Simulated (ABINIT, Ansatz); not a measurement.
## RbSnH3 (Pm-3m): zone-centre phonons

Aim: the zone-centre modes of RbSnH3 (Pm-3m).

Calculated with ABINIT 10.8.3; DFT LDA, scalar-relativistic, plane waves, PseudoDojo norm-conserving pseudopotentials.

The structure was built from a prototype and need not be the compound's stable phase.

### Step 1. The starting structure

It takes space group Pm-3m (No. 221, cubic). Conventional cell: a = 4.291 Å, b = 4.291 Å, c = 4.291 Å, α = 90.00°, β = 90.00°, γ = 90.00°. Nearest to Rb lie 12 H at 3.03 Å. Nearest to Sn lie 6 H at 2.15 Å. H has 2 Sn at 2.15 Å and 4 Rb at 3.03 Å and 8 H at 3.03 Å nearest. Farther neighbours are not listed.

### Step 2. Relaxation

The harmonic expansion needs vanishing forces, and a free crystal bears no stress, so cell and atoms are brought to rest. Stress is more sensitive to the basis than forces are: the last 3 Ha under the cutoff are smoothed with ecutsm, and the cutoff is raised above that of the later runs.

The starting cell comes from a relaxation made beforehand in Ansatz (LDA, PseudoDojo NC).

Input file relax.abi:

```
# relaxation
ionmov 2
optcell 2
dilatmx 1.08
ntime 40
tolmxf 1.0d-05
tolvrs 1.0d-14
prtwf 0
prtden 0
chksymtnons 0

# basis, mesh and filling
ecut 40.0
ecutsm 3.0
ngkpt 6 6 6
nshiftk 1
shiftk 0.0 0.0 0.0
istwfk *1
occopt 7
tsmear 0.01
nband 20
nstep 100
diemac 1000000.0
prtebands 0
prtgsr 0

# cell and atoms
acell 3*1.0 Angstrom
rprim 
    4.291246708 0.0 0.0
    0.0 4.291246708 0.0
    0.0 0.0 4.291246708
ntypat 3
znucl 37 50 1
natom 5
typat 1 2 3 3 3
xred 
    0.0 0.0 0.0
    0.5 0.5 0.5
    0.5 0.5 0.0
    0.5 0.0 0.5
    0.0 0.5 0.5
pp_dirpath "./pseudo"
pseudos "Rb.upf, Sn.upf, H.upf"
```

Run with:

```console
OMP_NUM_THREADS=1 mpirun -n 4 abinit relax.abi > relax.log
```

Numbers of over 12 decimals in the logs are rounded to 6 here.

relax.abo, the main output file:

```text
[banners, grids, parts of the stress and lines that vanish by symmetry left out]
- input  file    -> relax.abi
- output file    -> relax.abo
- root for input  files -> relaxi
[...]
Symmetries : space group Pm -3 m (#221); Bravais cP (primitive cubic)
[...]
mpw =        8217          nfft =      125000          nkpt =          20
[...]
== DATASET  1 ==================================================================
[...]
cutoff_energies: {ecut:  40.0, pawecutdg:  -1.0, }
[...]
ETOT  1  -106.88182054143    -1.069E+02 3.217E-01 1.087E+02
 ETOT  2  -107.39965430728    -5.178E-01 6.696E-03 5.345E+01
 ETOT  3  -107.40238189383    -2.728E-03 3.460E-03 1.045E+01
 ETOT  4  -107.40279017610    -4.083E-04 3.748E-03 4.748E-02
 ETOT  5  -107.40279811258    -7.936E-06 2.038E-03 4.653E-03
[...]
At SCF step   12       vres2   =  7.04E-16 < tolvrs=  1.00E-14 =>converged.
[...]
sigma(1 1)=  5.33796078E-06  sigma(3 2)=  0.00000000E+00
  sigma(2 2)=  5.33796078E-06  sigma(3 1)=  0.00000000E+00
  sigma(3 3)=  5.33796078E-06  sigma(2 1)=  0.00000000E+00
[...]
convergence: {deltae: -3.809E-12, res2:  7.036E-16, residm:  1.382E-04, diffor: null, }
etotal    :  -1.07402799E+02
[...]
ETOT  1  -107.40279655938    -1.074E+02 6.438E-05 4.217E-02
[...]
At SCF step   10       vres2   =  8.84E-16 < tolvrs=  1.00E-14 =>converged.
[...]
sigma(1 1)=  4.79973244E-06  sigma(3 2)=  0.00000000E+00
  sigma(2 2)=  4.79973244E-06  sigma(3 1)=  0.00000000E+00
  sigma(3 3)=  4.79973244E-06  sigma(2 1)=  0.00000000E+00
[...]
convergence: {deltae: -6.111E-12, res2:  8.845E-16, residm:  1.808E-05, diffor: null, }
etotal    :  -1.07402800E+02
[...]
ETOT  1  -107.40253984000    -1.074E+02 2.782E+00 3.318E+00
[...]
ETOT 10  -107.40280538238     2.615E-12 2.663E+00 6.637E-14
 ETOT 11  -107.40280538238    -1.776E-12 5.720E-01 1.722E-16
 At SCF step   11       vres2   =  1.72E-16 < tolvrs=  1.00E-14 =>converged.
[...]
sigma(1 1)= -2.07099880E-08  sigma(3 2)=  0.00000000E+00
  sigma(2 2)= -2.07099880E-08  sigma(3 1)=  0.00000000E+00
  sigma(3 3)= -2.07099880E-08  sigma(2 1)=  0.00000000E+00
[...]
convergence: {deltae: -1.776E-12, res2:  1.722E-16, residm:  5.720E-01, diffor: null, }
etotal    :  -1.07402805E+02
[...]
At Broyd/MD step   3, gradients are converged :
[...]
sigma(1 1)= -2.07099880E-08  sigma(3 2)=  0.00000000E+00
  sigma(2 2)= -2.07099880E-08  sigma(3 1)=  0.00000000E+00
  sigma(3 3)= -2.07099880E-08  sigma(2 1)=  0.00000000E+00
[...]
- sigma(1 1)= -6.09308884E-04  sigma(3 2)=  0.00000000E+00
- sigma(2 2)= -6.09308884E-04  sigma(3 1)=  0.00000000E+00
- sigma(3 3)= -6.09308884E-04  sigma(2 1)=  0.00000000E+00
[...]
fcart     -0.0000000000E+00 -0.0000000000E+00 -0.0000000000E+00
           strten     -2.0709988027E-08 -2.0709988025E-08 -2.0709988019E-08
================================================================================

[key lines of the parts left out:]
pressure_GPa:   6.0931E-04
Total energy (etotal) [Ha]= -1.07402805382378E+02
```

Run time: 79 s. Hardware: 4 MPI ranks of Arm Neoverse V2, shared host.

Step by step:

| step | energy less that of the first step (eV) | largest force (eV/Å) | volume (Å³) |
| --- | --- | --- | --- |
| 1 | 0.0000 | 0.0000 | 79.02 |
| 2 | 0.0000 | 0.0000 | 78.98 |
| 3 | -0.0002 | 0.0000 | 78.65 |

```csv
"conventional cell, symmetrised",before,after,change
a (Å),4.291,4.284,-0.2 %
b (Å),4.291,4.284,-0.2 %
c (Å),4.291,4.284,-0.2 %
volume (Å³/atom),15.80,15.73,-0.5 %
```

Read from the output:

- volume per atom: 15.73 Å³
- pressure: 6.09e-4 GPa
- gap on the k-mesh: 0 eV

The volume changes by -0.5 % from the cell with which this run began.

### Step 3. Ground state

First-order wavefunctions inherit every error of the ground state, hence the very tight tolvrs. Occupations are smeared.

Input file gs.abi:

```
# ground state
tolvrs 1.0d-16
prtden 1
prtwf 1

# basis, mesh and filling
ecut 32.0
ngkpt 6 6 6
nshiftk 1
shiftk 0.0 0.0 0.0
istwfk *1
occopt 7
tsmear 0.01
nband 20
nstep 100
diemac 1000000.0
prtebands 0
prtgsr 0

# cell and atoms
acell 3*1.0 Angstrom
rprim 
    4.284460418 0.0 0.0
    0.0 4.284460418 0.0
    0.0 0.0 4.284460418
ntypat 3
znucl 37 50 1
natom 5
typat 1 2 3 3 3
xred 
    0.0 0.0 0.0
    0.5 0.5 0.5
    0.5 0.5 0.0
    0.5 0.0 0.5
    0.0 0.5 0.5
pp_dirpath "./pseudo"
pseudos "Rb.upf, Sn.upf, H.upf"
```

Run with:

```console
OMP_NUM_THREADS=1 mpirun -n 4 abinit gs.abi > gs.log
```

gs.abo, the main output file:

```text
[banners, grids, parts of the stress and lines that vanish by symmetry left out]
- input  file    -> gs.abi
- output file    -> gs.abo
- root for input  files -> gsi
[...]
Symmetries : space group Pm -3 m (#221); Bravais cP (primitive cubic)
[...]
mpw =        4636          nfft =       91125          nkpt =          20
[...]
== DATASET  1 ==================================================================
[...]
cutoff_energies: {ecut:  32.0, pawecutdg:  -1.0, }
[...]
ETOT  1  -106.92690859264    -1.069E+02 4.502E-01 8.030E+01
 ETOT  2  -107.39997404518    -4.731E-01 1.632E-02 3.373E+01
 ETOT  3  -107.40197676656    -2.003E-03 3.587E-03 4.872E+00
 ETOT  4  -107.40223566274    -2.589E-04 3.689E-03 1.224E-02
 ETOT  5  -107.40223722236    -1.560E-06 9.082E-04 2.684E-03
[...]
ETOT 12  -107.40223742028    -4.121E-13 2.633E-04 2.301E-16
 ETOT 13  -107.40223742028     1.137E-12 9.762E-05 5.445E-18
 At SCF step   13       vres2   =  5.44E-18 < tolvrs=  1.00E-16 =>converged.
[...]
sigma(1 1)=  1.75787223E-05  sigma(3 2)=  0.00000000E+00
  sigma(2 2)=  1.75787223E-05  sigma(3 1)=  0.00000000E+00
  sigma(3 3)=  1.75787223E-05  sigma(2 1)=  0.00000000E+00
[...]
convergence: {deltae:  1.137E-12, res2:  5.445E-18, residm:  9.762E-05, diffor: null, }
etotal    :  -1.07402237E+02
[...]
sigma(1 1)=  1.75787223E-05  sigma(3 2)=  0.00000000E+00
  sigma(2 2)=  1.75787223E-05  sigma(3 1)=  0.00000000E+00
  sigma(3 3)=  1.75787223E-05  sigma(2 1)=  0.00000000E+00
[...]
- sigma(1 1)=  5.17183865E-01  sigma(3 2)=  0.00000000E+00
- sigma(2 2)=  5.17183865E-01  sigma(3 1)=  0.00000000E+00
- sigma(3 3)=  5.17183865E-01  sigma(2 1)=  0.00000000E+00
[...]
fcart     -0.0000000000E+00 -0.0000000000E+00 -0.0000000000E+00
           strten      1.7578722275E-05  1.7578722275E-05  1.7578722275E-05
================================================================================

[key lines of the parts left out:]
pressure_GPa:  -5.1718E-01
```

The job ended after 21 s (4 MPI ranks; 85 s of CPU time).

This step gave:

* pressure: -0.5172 GPa

The cell stands at -0.52 GPa: the relaxation ran with a smoothed and higher cutoff, and the difference is a stress of the finite basis.

(Continued in part 2 of 4.)

[Host names and launcher messages were left out of these logs when they were recorded.]

[Logs are printed without paths, hosts, clocks, repeated set-up lines and the standing remarks that a program may print on its own settings, such as how far it seeks lower states.]

[Hosts, paths, dates, database ids (printed as entryN), source tags and the programs' standing remarks are cut or masked in the printed files.]
